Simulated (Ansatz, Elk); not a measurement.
# How far do independent atoms describe ZrOs5?

Structure refinements treat a crystal as free atoms side by side. For a made-up structure of ZrOs5 (cell and positions from a PBE relaxation) the runs below show what the calculated density changes in F(hkl).

Program: Elk 11.2.3 (patched build). Level of theory: DFT, PBE, all-electron APW+lo, Dirac cores, scalar-relativistic bands, static density, no spin. Results are calculated unless marked as measured.

The structure was built from a prototype and need not be the compound's stable phase.

## 1. Set-up

The structure is cubic, space group F-43m (No. 216). The conventional cell has a = 7.284 Å, b = 7.284 Å, c = 7.284 Å, α = 90.00°, β = 90.00°, γ = 90.00°. Nearest to Os lie 9 Os at 2.56 to 3.02 Å and 3 Zr at 3.02 Å. Nearest to Os lie 12 Os at 3.02 Å and 4 Zr at 3.15 Å. Zr has 16 Os at 3.02 to 3.15 Å nearest. Farther neighbours are not listed.

## 2. Ground state and structure factors

An all-electron density is needed, since X-rays see the cores too. Task 0 finds the density and task 195 Fourier-transforms it; tshift is off so that phases refer to the origin typed.

elk.in reads:

```
tasks
  0
  195

xctype
  20

spinpol
  .false.

rgkmax
  7.0

gmaxvr
  14.0

lmaxo
  7

lmaxapw
  8

swidth
  0.002

tshift
  .false.

ramdisk
  .false.

hmaxvr
  5.5

maxscl
  120

epspot
  1e-06

sppath
  './'

avec
  -0.00000000000 6.88251835365 6.88251835365
  6.88251835365 -0.00000000000 6.88251835365
  6.88251835365 6.88251835365 -0.00000000000

atoms
  2
  'Os.in'
  5
  0.6241482185 0.6241482185 0.1275553444   0.000000 0.000000 0.000000
  0.6241482185 0.1275553444 0.6241482185   0.000000 0.000000 0.000000
  0.6241482185 0.6241482185 0.6241482185   0.000000 0.000000 0.000000
  0.1275553444 0.6241482185 0.6241482185   0.000000 0.000000 0.000000
  0.2500000000 0.2500000000 0.2500000000   0.000000 0.000000 0.000000
  'Zr.in'
  1
  0.0000000000 -0.0000000000 -0.0000000000   0.000000 0.000000 0.000000

ngridk
  5 5 5
```

The run is started by

```bash
OMP_NUM_THREADS=4 elk
```

Numbers of over 12 decimals in the logs are rounded to 6 here.

Output:

```text
┌─────────────────────────┐
│ Elk code version 11.2.3 │
└─────────────────────────┘

All units are atomic (Hartree, Bohr, etc.)

┌─────────────────────────────────────────────────┐
│ Ground-state run starting from atomic densities │
└─────────────────────────────────────────────────┘

Lattice vectors :
  -0.000000000       6.882518354       6.882518354
   6.882518354      -0.000000000       6.882518354
   6.882518354       6.882518354      -0.000000000

Reciprocal lattice vectors :
 -0.4564597568      0.4564597568      0.4564597568
  0.4564597568     -0.4564597568      0.4564597568
  0.4564597568      0.4564597568     -0.4564597568

Unit cell volume      :    652.0368344
Brillouin zone volume :   0.3804236208

Muffin-tin inner radius fraction :   0.1000000000E-01

Nuclei treated as point charges

Species : 1 (Os)
 parameters loaded from : Os.in
 name : osmium
 nuclear charge    :   -76.00000000
 electronic charge :    76.00000000
 atomic mass :    346768.0767
 muffin-tin radius :    2.391756324
 number of radial points in muffin-tin :   1393
 inner part over the whole radius :   0.9963954707E-02
 number on inner part of muffin-tin    :    996
 approximate nuclear radius :   0.1019601503E-03
 number of mesh points to nuclear radius :    526
 atomic positions (lattice), magnetic fields (Cartesian) :
  1 :   0.62414822  0.62414822  0.12755534    0.00000000  0.00000000  0.00000000
  2 :   0.62414822  0.12755534  0.62414822    0.00000000  0.00000000  0.00000000
  3 :   0.62414822  0.62414822  0.62414822    0.00000000  0.00000000  0.00000000
  4 :   0.12755534  0.62414822  0.62414822    0.00000000  0.00000000  0.00000000
  5 :   0.25000000  0.25000000  0.25000000    0.00000000  0.00000000  0.00000000

Species : 2 (Zr)
 parameters loaded from : Zr.in
 name : zirconium
 nuclear charge    :   -40.00000000
 electronic charge :    40.00000000
 atomic mass :    166291.1793
 muffin-tin radius :    2.600000000
 number of radial points in muffin-tin :   1193
 inner part over the whole radius :   0.9967875514E-02
 number on inner part of muffin-tin    :    848
 approximate nuclear radius :   0.8202877663E-04
 number of mesh points to nuclear radius :    417
 atomic positions (lattice), magnetic fields (Cartesian) :
  1 :   0.00000000  0.00000000  0.00000000    0.00000000  0.00000000  0.00000000

Total number of atoms per unit cell :    6
Total muffin-tin volume :    360.1781108
 ratio of muffin-tin to unit cell volume :   0.5523892084

Spin treatment :
 spin-unpolarised

Number of Bravais lattice symmetries :   48
Number of crystal symmetries         :   24
Crystal has no inversion symmetry
Complex Hermitian eigensolver will be used

k-point grid :      5     5     5
k-point offset :    0.000000000       0.000000000       0.000000000
k-point set is reduced with full crystal symmetry group
Total number of k-points :       14

Muffin-tin radius times maximum |G+k| :    7.000000000
 using average radius
Maximum |G+k| for APW functions       :    2.884856789
Maximum (1/2)|G+k|²                   :    4.161199347
Maximum |G| for potential and density :    14.00000000
Constant for pseudocharge density :    9
 order of it for each species :   16  16
 order of it for pair densities of each species (exact exchange by exxq0 0: 17) :    9  11
Radial integration step length :    1

G-vector grid sizes :     45    45    45
Number of G-vectors :    30395

Maximum angular momentum used for
 APW functions            :    8
 outer part of muffin-tin :    7
 inner part of muffin-tin :    2

Total nuclear charge    :   -420.0000000
Total core charge       :    258.0000000
Total valence charge    :    162.0000000
Total excess charge     :    0.000000000
Total electronic charge :    420.0000000

Effective Wigner radius, rₛ :   0.7183091691

Number of empty states         :     24
Total number of valence states :    106
Total number of core states    :    258

Third-order local-orbitals added for an l without core states : T
Total number of local-orbitals :    208

[...]
electron-nuclear            :     -207917.59791222
 Hartree                     :      26794.344797389
 Madelung                    :     -112706.38349743
 xc potential                :     -2376.5769107362
 exchange                    :     -1793.3494901233
 correlation                 :     -25.388652579410
 electron entropic           :    -0.22014786518615E-02
 total energy                :     -90011.544538452

Density of states at Fermi energy :    155.9150834
 (states/Hartree/unit cell)

Estimated indirect band gap :   0.2781506785E-02
 from k-point 1 to k-point 6
Estimated direct band gap   :   0.1025681186E-01
 at k-point 14

Charges :
 core                        :    258.0000000
 valence                     :    162.0000000
 interstitial                :    13.25877585
 muffin-tins (core leakage)
  species : 1 (Os)
[...]
species : 2 (Zr)
[...]
total in muffin-tins        :    406.7412242
 total calculated charge     :    419.9995033
 total charge                :    420.0000000
 error                       :   0.4967246516E-03

RMS change in Kohn-Sham potential (target) :   0.2326435783     (  0.1000000000E-05)
Absolute change in total energy (target)   :   0.2105526183     (  0.1000000000E-03)

[... loops 3 to 16 left out ...]

┌──────────────────┐
│ Loop number : 17 │
└──────────────────┘

Energies :
 Fermi                       :     0.492996
 sum of occupied eigenvalues :     -55086.383090586
 electron kinetic            :      101812.74389423
 core electron kinetic       :      97996.555993709
 Coulomb                     :     -190001.55852502
 Coulomb potential           :     -154518.01631541
 nuclear-nuclear             :     -8853.9576437523
 electron-nuclear            :     -207991.98610802
 Hartree                     :      26844.385226757
 Madelung                    :     -112742.55036731
 xc potential                :     -2381.1106694133
 exchange                    :     -1794.7399409051
 correlation                 :     -25.380863822977
 electron entropic           :    -0.36058732472238E-02
 total energy                :     -90008.939041384

Density of states at Fermi energy :    287.5820461
 (states/Hartree/unit cell)

Estimated indirect band gap :   0.9992971896E-03
 from k-point 6 to k-point 14
Estimated direct band gap   :   0.4781702806E-02
 at k-point 11

Charges :
 core                        :    258.0000000
 valence                     :    162.0000000
 interstitial                :    12.41657068
 muffin-tins (core leakage)
  species : 1 (Os)
[...]
species : 2 (Zr)
[...]
total in muffin-tins        :    407.5834293
 total calculated charge     :    419.9995242
 total charge                :    420.0000000
 error                       :   0.4758268090E-03

RMS change in Kohn-Sham potential (target) :   0.7310867914E-06 (  0.1000000000E-05)
Absolute change in total energy (target)   :   0.9522376058E-04 (  0.1000000000E-03)

Convergence targets achieved

┌──────────────────┐
│ Loop number : 18 │
└──────────────────┘

Energies :
 Fermi                       :     0.492995
 sum of occupied eigenvalues :     -55086.383273481
 electron kinetic            :      101812.74378221
 core electron kinetic       :      97996.555924229
 Coulomb                     :     -190001.55856509
 Coulomb potential           :     -154518.01626024
 nuclear-nuclear             :     -8853.9576437523
 electron-nuclear            :     -207991.98625059
 Hartree                     :      26844.385329250
 Madelung                    :     -112742.55043497
 xc potential                :     -2381.1107954444
 exchange                    :     -1794.7399425849
 correlation                 :     -25.380863786480
 electron entropic           :    -0.36058736297062E-02
 total energy                :     -90008.939195132

Density of states at Fermi energy :    287.5821133
 (states/Hartree/unit cell)

Estimated indirect band gap :   0.9993189492E-03
 from k-point 6 to k-point 14
Estimated direct band gap   :   0.4781672552E-02
 at k-point 11

Charges :
 core                        :    258.0000000
 valence                     :    162.0000000
 interstitial                :    12.41656798
 muffin-tins (core leakage)
  species : 1 (Os)
[...]
atom 4                    :    74.00549350     (  0.3962137711E-06)
   atom 5                    :    73.59751165     (  0.3806007811E-06)
  species : 2 (Zr)
   atom 1                    :    37.96394639     (  0.2537242040E-05)
 total in muffin-tins        :    407.5834320
 total calculated charge     :    419.9995242
 total charge                :    420.0000000
 error                       :   0.4758261967E-03

┌──────────────────────────────┐
│ Self-consistent loop stopped │
└──────────────────────────────┘

Wrote STATE.OUT
```

The job ended after 55 s (4 threads of AMD EPYC 7B13 (Zen 3), shared host; peak memory 0.35 GiB).

SFACRHO.OUT:

```text

h k l indices transformed by vhmat matrix:
   1.000000000       0.000000000       0.000000000    
   0.000000000       1.000000000       0.000000000    
   0.000000000       0.000000000       1.000000000    

      h      k      l  multipl.   |H|            Re(F)            Im(F)           |F|

      0      0      0      1   0.0000000       420.00000      0.21666700E-15   420.00000    
      1      1      1      4  0.79061149      -65.897569       27.656853       71.466013    
      1      0      0      4  0.79061149      -65.897569      -27.656852       71.466013    
      0     -1     -1      6  0.91291951      -31.677525      0.92958043E-09   31.677525    
      1      2      1     12   1.2910632       96.111881     -0.23433916E-09   96.111881    
      0     -1     -2     12   1.5139057       117.12422       150.09975       190.38912    
     -1     -1      1     12   1.5139057       117.12422      -150.09975       190.38912    
     -2      0      0      4   1.5812230      -31.721709      -244.85754       246.90379    
      0      2      0      4   1.5812230      -31.721709       244.85754       246.90379    
      2      2      0      6   1.8258390      -147.57125      0.14756986E-06   147.57125    
     -3     -1     -1     12   1.9896620      -51.189776       25.702343       57.280045    
     -2     -2     -3     12   1.9896620      -51.189776      -25.702343       57.280045    
     -1      1      2     24   2.0413501      -31.963050      0.74917960E-09   31.963050    
      2      3      3     12   2.2361870       80.242438      -4.6829807       80.378972    
      1      0      3     12   2.2361870       80.242438       4.6829807       80.378972    
      3      1      3     12   2.3718345       103.15185      -125.65957       162.57501    
     -1     -3     -3     12   2.3718345       103.15185       125.65957       162.57501    
      0      0      3      4   2.3718345       96.817520      -132.23761       163.89148
```

Elk indexes on the primitive cell of elk.in and gives |H| = 4π sin θ/λ in inverse bohr. Below, one row stands for each form hkl of the conventional cell (m members, Friedel mates merged), F is for one primitive cell and the density is static (no thermal factor). Free-atom factors are Waasmaier and Kirfel's, and R is Σm||F|−|F'||/Σm|F|.

```csv
hkl,m,sin θ/λ (Å⁻¹),"abs F, DFT",neutral atoms,diff.,abs of complex diff.
111,8,0.119,71.466,71.490,-0.024,0.075
200,6,0.137,31.677,31.745,-0.068,0.068
220,12,0.194,96.112,96.339,-0.227,0.227
311,24,0.228,190.389,191.003,-0.614,0.619
222,8,0.238,246.903,247.726,-0.823,0.828
400,6,0.275,147.571,148.244,-0.673,0.673
331,24,0.299,57.280,57.556,-0.276,0.277
420,24,0.307,31.963,32.168,-0.205,0.205
422,24,0.336,80.379,80.456,-0.077,0.078
511,24,0.357,162.575,162.734,-0.158,0.179
333,8,0.357,163.892,163.932,-0.040,0.098
440,12,0.388,280.469,280.394,+0.075,0.075
531,48,0.406,52.499,52.509,-0.010,0.037
442,24,0.412,24.530,24.524,+0.007,0.060
600,6,0.412,32.921,33.065,-0.144,0.144
620,24,0.434,71.222,71.108,+0.114,0.114
533,24,0.450,146.047,145.830,+0.217,0.217
622,24,0.455,191.313,191.176,+0.137,0.140
444,8,0.476,117.449,117.296,+0.153,0.154
711,24,0.490,46.331,46.270,+0.061,0.077
551,24,0.490,49.470,49.435,+0.036,0.047
640,24,0.495,18.477,18.460,+0.017,0.017
```

## 3. The highest occupied states alone

An energy window below the Fermi level keeps the highest occupied states, to see at which angles they scatter; shallow core shells can lie inside it and anion s states outside. No new self-consistency is needed.

Edit elk.in of step 2 so:

```diff
@@ -1,3 +1,2 @@
 tasks
-  0
   195
@@ -40,2 +39,5 @@
 
+wsfac
+  0.125500 0.793000
+
 sppath
```

The run is started by

```bash
OMP_NUM_THREADS=4 elk
```

Output:

```text
┌─────────────────────────────────┐
│ Elk code version 11.2.3 started │
└─────────────────────────────────┘

Info(readinput): the functional depends on the density's gradient
 muffin-tin radial points multiplied by    2.00000
 (not where nrmtscf is given)

┌────────────────────┐
│ Current task : 195 │
└────────────────────┘
Info(checkmt): changed muffin-tin radius of species 1 (Os) from   2.8000 to   2.3918

Info(sfacrho): density structure factors written to SFACRHO.OUT

 Energy window :   0.1255000000      0.7930000000

┌──────────────────┐
│ Elk code stopped │
└──────────────────┘
```

Wall time 11 s (4 threads); peak memory 0.17 GiB; 15 s of CPU time.

States within 10 eV below the Fermi level hold 43.98 electrons; any levels below the window count with the cores. Their amplitudes can exceed the total, where window and core parts have opposite phase:

```csv
hkl,sin θ/λ (Å⁻¹),"abs F, window","abs F, all"
111,0.119,5.662,71.466
200,0.137,2.743,31.677
220,0.194,2.384,96.112
311,0.228,3.731,190.389
222,0.238,4.585,246.903
400,0.275,1.636,147.571
331,0.299,0.449,57.280
420,0.307,0.216,31.963
422,0.336,0.212,80.379
511,0.357,0.243,162.575
```

## 4. Another functional

The difference from free atoms is small, so it is set against the change that LDA (Perdew-Wang) makes.

Edit elk.in of step 3 so:

```diff
@@ -1,2 +1,3 @@
 tasks
+  0
   195
@@ -4,3 +5,3 @@
 xctype
-  20
+  3
 
@@ -39,5 +40,2 @@
 
-wsfac
-  0.125500 0.793000
-
 sppath
```

The run is started by

```bash
OMP_NUM_THREADS=4 elk
```

Output:

```text
┌─────────────────────────┐
│ Elk code version 11.2.3 │
└─────────────────────────┘

All units are atomic (Hartree, Bohr, etc.)

┌─────────────────────────────────────────────────┐
│ Ground-state run starting from atomic densities │
└─────────────────────────────────────────────────┘

Lattice vectors :
  -0.000000000       6.882518354       6.882518354
   6.882518354      -0.000000000       6.882518354
   6.882518354       6.882518354      -0.000000000

Reciprocal lattice vectors :
 -0.4564597568      0.4564597568      0.4564597568
[...]
valence                     :    162.0000000
 interstitial                :    12.32816374
 muffin-tins (core leakage)
  species : 1 (Os)
[...]
atom 5                    :    73.61420791     ( -0.4201636742E-05)
  species : 2 (Zr)
   atom 1                    :    37.97691191     ( -0.2351524703E-05)
 total in muffin-tins        :    407.6718363
 total calculated charge     :    419.9995273
 total charge                :    420.0000000
 error                       :   0.4727384467E-03

┌──────────────────────────────┐
│ Self-consistent loop stopped │
└──────────────────────────────┘

Wrote STATE.OUT
[key lines of the parts left out:]
total energy                :     -89955.880738338
```

The job ended after 34 s (4 threads; peak memory 0.23 GiB).

Against the first run R = 0.01 %; the largest change is -0.044 at 880.

## 5. Basis size

The basis and the expansions that go with it are enlarged, to see whether the differences are converged.

Edit elk.in of step 4 so:

```diff
@@ -5,3 +5,3 @@
 xctype
-  3
+  20
 
@@ -11,12 +11,12 @@
 rgkmax
-  7.0
+  8.5
 
 gmaxvr
-  14.0
+  18.0
 
 lmaxo
-  7
+  9
 
 lmaxapw
-  8
+  10
```

The run is started by

```bash
OMP_NUM_THREADS=4 elk
```

Output:

```text
┌─────────────────────────┐
│ Elk code version 11.2.3 │
└─────────────────────────┘

All units are atomic (Hartree, Bohr, etc.)

┌─────────────────────────────────────────────────┐
│ Ground-state run starting from atomic densities │
└─────────────────────────────────────────────────┘

Lattice vectors :
  -0.000000000       6.882518354       6.882518354
   6.882518354      -0.000000000       6.882518354
   6.882518354       6.882518354      -0.000000000

Reciprocal lattice vectors :
 -0.4564597568      0.4564597568      0.4564597568
[...]
valence                     :    162.0000000
 interstitial                :    12.29567126
 muffin-tins (core leakage)
  species : 1 (Os)
[...]
atom 5                    :    73.62201647     (  0.3809219109E-06)
  species : 2 (Zr)
   atom 1                    :    37.96758240     (  0.2535895298E-05)
 total in muffin-tins        :    407.7043287
 total calculated charge     :    419.9999554
 total charge                :    420.0000000
 error                       :   0.4456952604E-04

┌──────────────────────────────┐
│ Self-consistent loop stopped │
└──────────────────────────────┘

Wrote STATE.OUT
[key lines of the parts left out:]
total energy                :     -90009.014118689
```

The job ended after 1.8 min (4 threads; peak memory 0.61 GiB; 5.2 min of CPU time).

Against the first run R = 0.01 %; the largest change is -0.048 at 440.

## 6. Settings against the effect

```csv
run,R against the first run (%),"R against neutral atoms, low angle (%)",wall time
"PBE, rgkmax 7",0.00,0.33,55 s
LDA (Perdew-Wang),0.01,0.32,34 s
rgkmax 8.5 with larger expansions,0.01,0.32,1.8 min
```

## 7. What came out

| Property | Result |
| --- | --- |
| R against neutral atoms, sin θ/λ < 0.3 Å⁻¹ | 0.33 % |
| R against neutral atoms, 0.3 to 0.82 Å⁻¹ | 0.18 % |

In words: Independent neutral atoms miss the calculated amplitudes by R = 0.33 % below 0.3 Å⁻¹ and 0.18 % from there to 0.82 Å⁻¹; by shells, 0.08 % below 0.15 Å⁻¹ (2 forms), 0.35 % 0.15 to 0.3 (5 forms), 0.10 % 0.3 to 0.45 (9 forms), 0.19 % above 0.45 (55 forms). Bonding, aspherical density and the tables' own atoms all enter these figures, and the runs don't part them. The largest change of an amplitude is -0.82 electrons, at 222. R counts amplitudes alone; phases shift too. The window's part falls from 44.0 electrons at the origin to at most 0.63 between 0.45 and 0.82 Å⁻¹. Below 0.3 Å⁻¹ the changes that finished (LDA (Perdew-Wang) and rgkmax 8.5 with larger expansions) move F by R = 0.01 % at most, against the 0.33 % that separates it from free atoms. The k-mesh has no finished test. These runs have no spin, though d or f shells may be open. Spin-orbit coupling is left out, which can matter for elements this heavy. Part of the difference isn't bonding: the tables are fits to free atoms and ions calculated by other methods than this functional. Thermal motion, anomalous dispersion and extinction are left out.

[Logs are printed without paths, hosts, clocks, repeated set-up lines and the standing remarks that a program may print on its own settings, such as how far it seeks lower states.]

[Hosts, paths, dates, database ids (printed as entryN), source tags and the programs' standing remarks are cut or masked in the printed files.]
